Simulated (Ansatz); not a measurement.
## What In2Se (model cell, started as cuprite) distorts into

Which phase does In2Se (model cell, started as cuprite) fall into along its unstable mode, and how much energy does it gain?

Calculated with Ansatz 0.2.0; DFT PBEsol, scalar-relativistic, plane waves, PAW.

The structure was built from a prototype and need not be the compound's stable phase.

## (1) The starting structure

Symmetry: Pn-3m, No. 224, cubic system. The conventional cell has a = 6.628 Å, b = 6.628 Å, c = 6.628 Å, α = 90.00°, β = 90.00°, γ = 90.00°. Se has 4 In at 2.87 Å nearest. Nearest to In lie 2 Se at 2.87 Å. Farther neighbours and most contacts between anions are not listed.

## (2) Response at finite wavevector

The cell comes from relaxations at this level that are not shown. Stability and thermal properties need the whole zone. Linear response on a 2×2×2 q mesh gives force constants as far as a supercell of that size would.

input.yaml

```yaml
crystal:
  lattice:
    - [6.6284302234, 0.0, 0.0]
    - [0.0, 6.6284302234, 0.0]
    - [0.0, 0.0, 6.6284302234]
  atoms:
    - { symbol: Se, position: [0.0, 0.0, 0.0] }
    - { symbol: Se, position: [0.5, 0.5, 0.5] }
    - { symbol: In, position: [0.25, 0.25, 0.25] }
    - { symbol: In, position: [0.75, 0.75, 0.25] }
    - { symbol: In, position: [0.75, 0.25, 0.75] }
    - { symbol: In, position: [0.25, 0.75, 0.75] }
kpoints:
  mp_grid: { grid: [6, 6, 6] }
hamiltonian:
  xc: pbesol
scf:
  occupations: { method: methfessel_paxton, width: 0.2 }
output:
  eigenvalues: true
phonons:
  method: dfpt
  qmesh: [2, 2, 2]
  temperatures: { t_max: 1000, t_step: 50 }
  qpath:
    path:
      - [[0.0, 0.0, 0.0], [0.0, 0.5, 0.0], [0.5, 0.5, 0.0], [0.0, 0.0, 0.0], [0.5, 0.5, 0.5], [0.0, 0.5, 0.0]]
      - [[0.5, 0.5, 0.5], [0.5, 0.5, 0.0]]
    npoints: 10
```

Started as:

```console
$ ansatz run input.yaml --threads 8 --pin off --max-ram 14336MiB --backend cpu --events-out ev --progress --plain --runs-dir out
```

Numbers of over 12 decimals in the logs are rounded to 6 here.

The log of the run:

```text
Warning: phonons: the dynamical matrix that this run interpolates holds no multipole term above the dipole-dipole one, and a site of this crystal is no centre of inversion, so its interpolated transverse optical and acoustic branches and sound speeds can stay off near Gamma, and the density of states and the thermodynamics with them. What a run solves at a wave vector of phonons.qpoints, Gamma apart, where the deck admits one, is free of this, and under fd what a larger phonons.supercell samples
Engine: ansatz 0.2.0, aarch64-unknown-linux-gnu
Pseudopotentials: kind: paw
Pseudopotential: Se, paw, valence charge 16, recommended cutoff 420 eV (normal), Se.paw.azcp
Pseudopotential: In, paw, valence charge 13, recommended cutoff 420 eV (normal), In.paw.azcp
Functional definition: PBEsol
  exchange = pbesol_x
  correlation = pbesol_c
Crystal: 6 atoms, lattice volume = 291.227 Å³
Basis set: ecut = 420 eV, 5695 PW (Γ), exchange–correlation on 96×96×96 points (8 copies of the dense FFT grid, shifted against one another)
Bands: 51, of which v1, the nominal top of the filled ones, is band 42 counted from 1 (41 counted from 0)
Symmetry: 48 space group operations
k-points: 20 of 216
Non-local potential: Se, projectors of the file, l = 0: 2, l = 1: 2, l = 2: 3, l = 3: 1
Non-local potential: In, projectors of the file, l = 0: 2, l = 1: 2, l = 2: 2, l = 3: 2
PAW form: soft (Blöchl's): semilocal exchange-correlation on the pseudo side does not see the compensation charge
PAW frozen core: Se, regenerated for the run's functional, and the local potential with it (the file was generated under x = pbe(κ = 0.804, μ = 0.219515), c = pbe(β = 0.066725))
PAW frozen core: In, regenerated for the run's functional, and the local potential with it (the file was generated under x = pbe(κ = 0.804, μ = 0.219515), c = pbe(β = 0.066725))
PAW one-centre angular grid: Se, 590 points (default); XC on 64 Gauss nodes
PAW one-centre angular grid: In, 590 points (default); XC on 64 Gauss nodes
Initial density: superposition of atomic densities (neutral atoms: chi_scale 0, normalization atom), corrected by the library's trained network
Initial wavefunctions: pseudopotential atomic-orbital guess
Functional: x = pbesol(κ = 0.804, μ = 0.123457), c = pbesol(β = 0.046)
SCF iter   1: F=—  HF=-32947.148115 eV  |F-HF|=—  |Δ(HF+E_count)|=         —  Δρ=5.09e-3  dr2=2.18e-1  ethr=1.77e-3  ⟨swp⟩=7.0  Hψ=3662  notcnv=0
preconditioner: auto → LDOS  [metal: Δε(μ)=0.033 eV  Ē_g=12.756 eV  σ=0.200 eV  W_gap=0.14  n_scr=56 (ndim 8)  ℏωp=17.4 eV  f_vac=0.169  D(μ)=4.60/eV (n_scr^D=26)  β→1.0]
SCF iter   2: F=—  HF=-32947.123221 eV  |F-HF|=—  |Δ(HF+E_count)|=   2.49e-2  S|Δr|=    0.00e0  Δρ=1.35e-3  dr2=1.21e-2  ethr=2.59e-4  ⟨swp⟩=2.0  Hψ=1246  notcnv=0
SCF iter   3: F=—  HF=-32947.124309 eV  |F-HF|=—  |Δ(HF+E_count)|=   1.09e-3  S|Δr|=    0.00e0  Δρ=8.05e-4  dr2=1.56e-3  ethr=1.44e-5  ⟨swp⟩=2.0  Hψ=1614  notcnv=0
SCF iter   4: F=—  HF=-32947.123833 eV  |F-HF|=—  |Δ(HF+E_count)|=   4.77e-4  S|Δr|=    0.00e0  Δρ=2.57e-4  dr2=1.53e-4  ethr=1.85e-6  ⟨swp⟩=2.0  Hψ=1617  notcnv=0
SCF iter   5: F=—  HF=-32947.123802 eV  |F-HF|=—  |Δ(HF+E_count)|=   3.12e-5  S|Δr|=    0.00e0  Δρ=3.09e-5  dr2=3.85e-6  ethr=1.82e-7  ⟨swp⟩=2.0  Hψ=1610  notcnv=0
SCF iter   6: F=—  HF=-32947.123776 eV  |F-HF|=—  |Δ(HF+E_count)|=   2.53e-5  S|Δr|=    0.00e0  Δρ=1.02e-5  dr2=5.88e-7  ethr=4.58e-9  ⟨swp⟩=2.0  Hψ=1838  notcnv=0
SCF iter   7: F=—  HF=-32947.123776 eV  |F-HF|=—  |Δ(HF+E_count)|=   5.54e-7  S|Δr|=    0.00e0  Δρ=1.40e-6  dr2=3.43e-9  ethr=7.00e-10  ⟨swp⟩=2.0  Hψ=1816  notcnv=0
SCF iter   8: F=—  HF=-32947.123776 eV  |F-HF|=—  |Δ(HF+E_count)|=   3.99e-9  S|Δr|=    0.00e0  Δρ=4.45e-7  dr2=5.35e-10  ethr=4.09e-12  ⟨swp⟩=2.0  Hψ=1838  notcnv=0
SCF iter   9: F=—  HF=-32947.123776 eV  |F-HF|=—  |Δ(HF+E_count)|=  5.89e-10  S|Δr|=    0.00e0  Δρ=6.77e-8  dr2=1.73e-11  ethr=1.00e-12  ⟨swp⟩=2.0  Hψ=1817  notcnv=0
SCF iter  10: F=-32947.123776 eV  HF=-32947.123776 eV  |F-HF|=1.46e-11  |Δ(HF+E_count)|=    0.00e0  S|Δr|=    0.00e0  Δρ=1.02e-8  dr2=3.81e-13  ethr=1.00e-12  ⟨swp⟩=11.8  Hψ=4573  notcnv=0
SCF 1 converged in 10 iterations: F = -32947.123776 eV  dr2 = 3.81e-13
  greatest PAW one-centre occupation: 1.000 electrons in one spin orbital (limit 2), on the Se atom at site 1 (counted from 0), in its partial waves of l = 2
Initial density: read from a saved state, or passed on in memory by an earlier SCF of this step, an earlier step, the calling program or the single point that the run made first
iter 1 solved again at ethr=2.62e-7 eV; its pass at ethr=3.10e-3 eV (dr2=2.20e-4 eV) is discarded
SCF iter   1: F=—  HF=-32947.123808 eV  |F-HF|=—  |Δ(HF+E_count)|=         —  Δρ=1.10e-6  dr2=1.50e-9  ethr=2.62e-7  ⟨swp⟩=3.2  Hψ=5871  notcnv=0
eigensolver tolerance schedule: the retry pair's looser diagonalisation over-reported the residual by 146857.79 of it (diagonalisation noise at an unbounded share of the residual, at the tolerance the schedule requests for it); recorded, not acted on — ethr = c·dr2/N_el stays at c = 1.0e-1
preconditioner: auto → LDOS  [metal: Δε(μ)=0.052 eV  Ē_g=12.769 eV  σ=0.200 eV  W_gap=0.22  n_scr=56 (ndim 8)  ℏωp=17.4 eV  f_vac=0.230  D(μ)=5.21/eV (n_scr^D=26)  β→1.0]
SCF iter   2: F=—  HF=-32947.123776 eV  |F-HF|=—  |Δ(HF+E_count)|=   3.24e-5  S|Δr|=    0.00e0  Δρ=1.62e-6  dr2=3.57e-9  ethr=1.78e-12  ⟨swp⟩=4.0  Hψ=2837  notcnv=0
SCF iter   3: F=—  HF=-32947.123776 eV  |F-HF|=—  |Δ(HF+E_count)|=   1.96e-9  S|Δr|=    0.00e0  Δρ=5.99e-7  dr2=4.16e-10  ethr=1.78e-12  ⟨swp⟩=2.0  Hψ=1696  notcnv=0
SCF iter   4: F=—  HF=-32947.123776 eV  |F-HF|=—  |Δ(HF+E_count)|=  1.46e-10  S|Δr|=    0.00e0  Δρ=4.15e-7  dr2=2.08e-10  ethr=1.00e-12  ⟨swp⟩=1.0  Hψ=1020  notcnv=0
SCF iter   5: F=—  HF=-32947.123776 eV  |F-HF|=—  |Δ(HF+E_count)|=  5.09e-11  S|Δr|=    0.00e0  Δρ=2.77e-7  dr2=9.32e-11  ethr=1.00e-12  ⟨swp⟩=1.0  Hψ=1020  notcnv=0
SCF iter   6: F=—  HF=-32947.123776 eV  |F-HF|=—  |Δ(HF+E_count)|=  4.37e-11  S|Δr|=    0.00e0  Δρ=2.08e-7  dr2=5.31e-11  ethr=1.00e-12  ⟨swp⟩=1.0  Hψ=1020  notcnv=0
SCF iter   7: F=—  HF=-32947.123776 eV  |F-HF|=—  |Δ(HF+E_count)|=  7.28e-12  S|Δr|=    0.00e0  Δρ=1.55e-7  dr2=2.95e-11  ethr=1.00e-12  ⟨swp⟩=1.0  Hψ=1020  notcnv=0
SCF iter   8: F=-32947.123776 eV  HF=-32947.123776 eV  |F-HF|=7.28e-12  |Δ(HF+E_count)|=  2.91e-11  S|Δr|=    0.00e0  Δρ=8.08e-8  dr2=8.05e-12  ethr=1.00e-12  ⟨swp⟩=1.1  Hψ=2143  notcnv=0
SCF 2 converged in 8 iterations: F = -32947.123776 eV  dr2 = 8.05e-12
phonons: the bands overlap, so this run is a metal and interpolates without the dipole-dipole term. If the crystal is really an insulator or semiconductor, its LO-TO splitting is missing
NSCF: frozen V_eff on 20 k-points
NSCF: frozen V_eff on 68 k-points
DFPT response loops at q = (0, 0, 0) (fractional): preconditioner auto → none (partly filled bands, converged f_vac=0.230); β = 0.50; Broyden in place of MSR1
NSCF: frozen V_eff on 224 k-points
DFPT response loops at q = (0, 0, -0.5) (fractional): mixed as the last ones told, above
NSCF: frozen V_eff on 224 k-points
DFPT response loops at q = (0, -0.5, -0.5) (fractional): mixed as the last ones told, above
NSCF: frozen V_eff on 136 k-points
DFPT response loops at q = (-0.5, -0.5, -0.5) (fractional): mixed as the last ones told, above
SCF converged after 10 iterations
Stability not checked: this state was not tested for a lower state beside it, because cold or Methfessel-Paxton smearing, or corrected tetrahedra, fill the levels in a way that the test cannot read (fill_not_monotonic; see scf.lower_state_search)
Free energy (F): -32947.123776 eV
Harris-Foulkes:  -32947.123776 eV  (|F-HF|=1.46e-11)
Internal energy: -32947.140452 eV  (E = F + TS)
E sigma→0 (E₀):  -32947.127945 eV
Entropy (-TS):   0.016676 eV (2.779 meV/atom)
Fermi energy:    3.251288 eV
--- Per-component energies (eV) ---
  E_band       = -1351.180651
  E_kinetic    = 1192.188491
  E_local      = -12907.831917  (includes V_loc(G=0)·N_el)
  E_nonlocal   = 283.532252
  E_hartree    = 5707.136239
  E_xc         = -1058.540898
  E_vxc        = -590.696930  (∫ρ·V_xc dr)
  E_paw        = -20051.406134  (= ΣΔE_a)
  E_vpaw       = -742.643916  (= ΣTr[D̂ρ^β])
  E_aug_tail   = -0.001075  (compensation charges beyond the density's cutoff)
  E_ewald      = -6115.177921
  E_core_change = 2.960511  (= ΣΔE_core)
  E_smearing   = 0.016676  (= −TS)
  E_closure    = -0.000000  (closes the sum)
  Σ components = -32947.123776   (vs F -32947.123776, Δ=0.00e0)
--- Band table (eV; the first three rows and the last of 20) ---
  k-point 0: bands = [... 38 lower, 0.4272, 2.9530, 2.9530, 3.3989, 3.3989, 3.3989, 5.3333, 5.3333, ... 5 higher]
  k-point 1: bands = [... 38 lower, 0.7138, 3.0468, 3.1305, 3.2329, 3.3015, 3.3015, 4.9948, 5.3773, ... 5 higher]
  k-point 2: bands = [... 38 lower, 1.3276, 2.7072, 3.1463, 3.1463, 3.3247, 3.6904, 4.3638, 5.2947, ... 5 higher]
  k-point 19: bands = [... 38 lower, 0.3429, 3.2853, 3.2853, 3.2853, 3.7690, 3.7690, 3.7690, 5.7305, ... 5 higher]
--- Phonons (Γ-DFPT): 2 representative perturbations + reference (Σ response iterations 6) ---
  ASR residual: 6.713e-5 → 0.000e0 eV/Å²; symmetrization residual: 1.974e-5 eV/Å²
  ASR residual per site (eV/Å²): 6.71e-5 6.71e-5 2.19e-5 2.19e-5 2.19e-5 2.19e-5
  Γ frequencies (cm⁻¹): -116.34 -116.34 -116.34 -101.77 -101.77 -101.77 -73.98 -73.98 -73.98 -60.23 -60.23 0.00 0.00 0.00 37.13 37.13 37.13 118.95
--- Phonons (arbitrary-q DFPT): 4 irreducible q on the 2×2×2 mesh ---
  q = [0.0000, 0.0000, 0.0000] (star 1, of the zone-centre solve; hermiticity 1.34e-5, symmetrization 2.47e-11): -116.34 -116.34 -116.34 -101.77 -101.77 -101.77 -73.98 -73.98 -73.98 -60.23 -60.23 -0.00 0.00 0.00 37.13 37.13 37.13 118.95
  q = [0.0000, 0.0000, -0.5000] (star 3, 4 solved perturbations in 284 linear systems a pass and spin channel, the states on 112 of 216 k-point pairs; hermiticity 2.28e-5, symmetrization 1.94e-11): -98.33 -98.33 -83.88 -83.88 -74.23 -74.23 -64.81 -64.81 -40.33 -40.33 -16.47 -16.47 29.33 29.33 38.38 38.38 81.28 81.28
  q = [0.0000, -0.5000, -0.5000] (star 3, 4 solved perturbations in 284 linear systems a pass and spin channel, the states on 112 of 216 k-point pairs; hermiticity 1.32e-5, symmetrization 4.74e-12): -105.43 -105.43 -90.44 -90.44 -77.17 -77.17 -50.48 -50.48 -35.65 -35.65 -34.10 -34.10 -4.53 -4.53 37.92 37.92 84.81 84.81
  q = [-0.5000, -0.5000, -0.5000] (star 1, 2 solved perturbations in 108 linear systems a pass and spin channel, the states on 68 of 216 k-point pairs; hermiticity 1.75e-5, symmetrization 1.06e-10): -104.72 -104.72 -104.72 -82.49 -82.49 -82.49 -62.18 -62.18 -62.18 -33.97 -33.97 -24.44 -24.44 -24.44 42.71 42.71 42.71 124.25
  sum rule: each row above includes the acoustic sum rule's correction from the zone centre's row sums; it moved no ω² by more than (0.48 cm⁻¹)²
  mesh force constants: q→R imaginary residual 2.74e-17; ASR residual 6.713e-5 → 0.000e0 eV/Å²; symmetrization residual 6.661e-16 eV/Å²
  interpolated dispersion: 62 rows × 18 modes
  density of states and harmonic sums: on the 10×10×10 q-mesh, interpolated from the force constants of a 2×2×2 supercell (no non-analytic term)
  largest difference from the sums on the solved wave vectors: F 2.26e-1 eV, S 2.81e-4 and C_V 5.54e-5 eV/K
  zero-point energy: 0.016775 eV/cell   skipped modes (ω ≤ 0): 711, of them read as no rigid motion or as one in doubt: 708 (1.261e1 modes/cell left out, lowest -116.34 cm⁻¹)   left out of the sums: 7.01e-1 of the cell's modes: C_V's classical limit lies that fraction below 3 k_B per atom; for a crystal, a wire or a layer, F and S can be off by more, and a phonons.interpolated_qmesh denser along its periods is the remedy for the sampling
```

Wall time 3.1 min (8 threads of Arm Neoverse V2, shared host); peak memory 4.3 GiB.

Numbers from this step:

- volume per atom: 48.54 Å³
- gap on the k-mesh: 0 eV
- sum-rule residual before enforcement: 6.71e-5 eV/Å²
- lowest frequency on the path: -116.5 cm⁻¹
- point group: m-3m
- highest frequency on the path or at a solved wavevector: 124.2 cm⁻¹
- highest optical mode at the zone centre (no LO-TO term): 119.0 cm⁻¹
- lowest optical zone-centre mode: -116.3 cm⁻¹
- lowest mode on the q mesh (acoustic modes at Γ apart): -116.3 cm⁻¹

Frequencies (cm⁻¹) solved at each irreducible wavevector; negative means imaginary. Frequencies by wavevector, by row:

```csv
q in reciprocal lattice units,star,mode 1,mode 2,mode 3,mode 4,mode 16,mode 17,mode 18
0 0 0,1,-116.3,-116.3,-116.3,-101.8,37.1,37.1,119
0 0 -0.5,3,-98.3,-98.3,-83.9,-83.9,38.4,81.3,81.3
0 -0.5 -0.5,3,-105.4,-105.4,-90.4,-90.4,37.9,84.8,84.8
-0.5 -0.5 -0.5,1,-104.7,-104.7,-104.7,-82.5,42.7,42.7,124.2
```

Interpolated from a 2×2×2 q mesh. Phonon branches along the path, in cm⁻¹:

```csv
point,branch 1,branch 2,branch 3,branch 4,branch 15,branch 16,branch 17,branch 18
Γ,-116,-116,-116,-102,37,37,37,119
halfway,-108,-108,-104,-90,37,37,50,108
X,-98,-98,-84,-84,38,38,81,81
halfway,-102,-102,-91,-91,38,38,83,83
M,-105,-105,-90,-90,38,38,85,85
halfway,-109,-104,-94,-88,35,38,62,101
Γ,-116,-116,-116,-102,37,37,37,119
halfway,-111,-92,-92,-90,37,37,63,103
R,-105,-105,-105,-82,43,43,43,124
halfway,-106,-103,-92,-89,38,40,63,104
X,-98,-98,-84,-84,38,38,81,81
jump to R,-105,-105,-105,-82,43,43,43,124
halfway,-105,-105,-100,-84,41,41,53,113
M,-105,-105,-90,-90,38,38,85,85
```

Symmetry leaves 4 wavevectors to solve. The lowest mode among them, the acoustic zeros apart, lies at Γ and is imaginary, 116.3i cm⁻¹, so the energy falls along it.

## (3) The mode frozen in, largest atomic shift 0 Å

The mode followed lies at q = (0, -0.5, -0.5) with frequency 105.4i cm⁻¹ and is 2-fold degenerate, one of the unstable modes though not the softest. At small amplitude the distorted cell has space group no. 93 by a symmetry search on the positions. The undistorted cell that holds it gives the zero of energy on the same k mesh.

System of this step: In2Se (model cell, started as cuprite). It takes space group Pn-3m (No. 224, cubic). The conventional cell has a = 6.628 Å, b = 6.628 Å, c = 6.628 Å, α = 90.00°, β = 90.00°, γ = 90.00°. Se has 4 In at 2.87 Å nearest. Nearest to In lie 2 Se at 2.87 Å. Farther neighbours and most contacts between anions are not listed.

input.yaml

```yaml
crystal:
  lattice:
    - [-6.6284302234, 0.0, 0.0]
    - [0.0, -6.6284302234, -6.6284302234]
    - [0.0, -6.6284302234, 6.6284302234]
  atoms:
    - { symbol: Se, position: [0.0, 0.5, 0.5] }
    - { symbol: Se, position: [0.0, 0.0, 0.0] }
    - { symbol: Se, position: [0.5, 0.0, 0.5] }
    - { symbol: Se, position: [0.5, 0.5, 0.0] }
    - { symbol: In, position: [0.75, 0.25, 0.5] }
    - { symbol: In, position: [0.75, 0.75, 0.0] }
    - { symbol: In, position: [0.25, 0.0, 0.25] }
    - { symbol: In, position: [0.25, 0.5, 0.75] }
    - { symbol: In, position: [0.25, 0.0, 0.75] }
    - { symbol: In, position: [0.25, 0.5, 0.25] }
    - { symbol: In, position: [0.75, 0.75, 0.5] }
    - { symbol: In, position: [0.75, 0.25, 0.0] }
kpoints:
  mp_grid: { grid: [6, 4, 4] }
hamiltonian:
  xc: pbesol
scf:
  occupations: { method: methfessel_paxton, width: 0.2 }
output:
  forces: true
  stress: true
  eigenvalues: true
```

The log of the run:

```text
[...]
Crystal: 12 atoms, lattice volume = 582.455 Å³
Basis set: ecut = 420 eV, 11407 PW (Γ), exchange–correlation on 90×128×128 points (8 copies of the dense FFT grid, shifted against one another)
Bands: 101, of which v1, the nominal top of the filled ones, is band 84 counted from 1 (83 counted from 0)
Symmetry: 32 space group operations
[...]
k-points: 24 of 96
[...]
k-point 0: bands = [... 80 lower, 2.8135, 2.9523, 2.9526, 3.3977, 3.3977, 3.3981, 4.4287, 4.4287, ... 13 higher]
  k-point 1: bands = [... 80 lower, 2.9023, 3.0893, 3.1118, 3.1568, 3.2802, 3.3398, 4.2161, 4.2183, ... 13 higher]
  k-point 2: bands = [... 80 lower, 3.0425, 3.0425, 3.0597, 3.0597, 3.5175, 3.5175, 3.7057, 3.7057, ... 13 higher]
  k-point 23: bands = [... 80 lower, 2.8136, 2.8136, 2.8136, 2.8136, 4.4289, 4.4289, 4.4289, 4.4289, ... 13 higher]
[key lines of the parts left out:]
SCF converged after 7 iterations
Free energy (F): -65894.250292 eV
Fermi energy:    3.250351 eV
P = ⅓ Tr σ = -0.0098 GPa (-0.098 kbar)
```

The job ended after 8.5 s (8 threads; peak memory 3 GiB; 65 s of CPU time).

This step gave:

```
pressure                         : -0.009849 GPa
energy from the undistorted cell : 0 meV/atom
```

The run ends at a pressure of -0.01 GPa.

## (4) The mode frozen in, largest atomic shift 0.6 Å

The atoms are moved along the unstable eigenvector, the largest shift by 0.6 Å, with the cell fixed.

input.yaml

```yaml
crystal:
  lattice:
    - [-6.6284302234, 0.0, 0.0]
    - [0.0, -6.6284302234, -6.6284302234]
    - [0.0, -6.6284302234, 6.6284302234]
  atoms:
    - { symbol: Se, position: [0.0, 0.4547404152, 0.4547404152] }
    - { symbol: Se, position: [0.0, 0.0452595848, 0.0452595848] }
    - { symbol: Se, position: [0.5, 0.0452595848, 0.4547404152] }
    - { symbol: Se, position: [0.5, 0.4547404152, 0.0452595848] }
    - { symbol: In, position: [0.75, 0.25, 0.5329889486] }
    - { symbol: In, position: [0.75, 0.75, -0.0329889486] }
    - { symbol: In, position: [0.25, -0.0329889486, 0.25] }
    - { symbol: In, position: [0.25, 0.5329889486, 0.75] }
    - { symbol: In, position: [0.25, -0.0329889486, 0.75] }
    - { symbol: In, position: [0.25, 0.5329889486, 0.25] }
    - { symbol: In, position: [0.75, 0.75, 0.5329889486] }
    - { symbol: In, position: [0.75, 0.25, -0.0329889486] }
kpoints:
  mp_grid: { grid: [6, 4, 4] }
hamiltonian:
  xc: pbesol
scf:
  occupations: { method: methfessel_paxton, width: 0.2 }
output:
  forces: true
  stress: true
  eigenvalues: true
```

The log of the run:

```text
[...]
Crystal: 12 atoms, lattice volume = 582.455 Å³
Basis set: ecut = 420 eV, 11407 PW (Γ), exchange–correlation on 90×128×128 points (8 copies of the dense FFT grid, shifted against one another)
Bands: 101, of which v1, the nominal top of the filled ones, is band 84 counted from 1 (83 counted from 0)
Symmetry: 8 space group operations
[...]
k-points: 24 of 96
[...]
k-point 0: bands = [... 80 lower, 1.6466, 2.8458, 2.8776, 2.8776, 3.4474, 3.5117, 4.5251, 4.6618, ... 13 higher]
  k-point 1: bands = [... 80 lower, 1.7095, 2.5481, 2.7789, 2.9856, 3.5823, 3.6678, 4.1441, 4.3387, ... 13 higher]
  k-point 2: bands = [... 80 lower, 1.9171, 2.2216, 2.6312, 3.2782, 3.6310, 3.7389, 3.7984, 4.0971, ... 13 higher]
  k-point 23: bands = [... 80 lower, 1.8509, 2.6888, 2.6888, 3.0810, 3.7566, 3.7566, 4.1072, 4.5044, ... 13 higher]
[key lines of the parts left out:]
SCF converged after 8 iterations
Free energy (F): -65895.782041 eV
Fermi energy:    3.419721 eV
P = ⅓ Tr σ = -1.6716 GPa (-16.716 kbar)
```

It took 15 s on 8 threads; peak memory 2.7 GiB; 1.8 min of CPU time.

Numbers from this step:

- pressure: -1.672 GPa
- energy from the undistorted cell: -126.9 meV/atom

The energy, extrapolated to zero smearing, is -126.87 meV/atom against the undistorted cell.

The run ends at a pressure of -1.67 GPa, with forces up to 0.71 eV/Å.

(Continued in part 2 of 2.)

[Logs are printed without paths, hosts, clocks, repeated set-up lines and the standing remarks that a program may print on its own settings, such as how far it seeks lower states.]

[Hosts, paths, dates, database ids (printed as entryN), source tags and the programs' standing remarks are cut or masked in the printed files.]
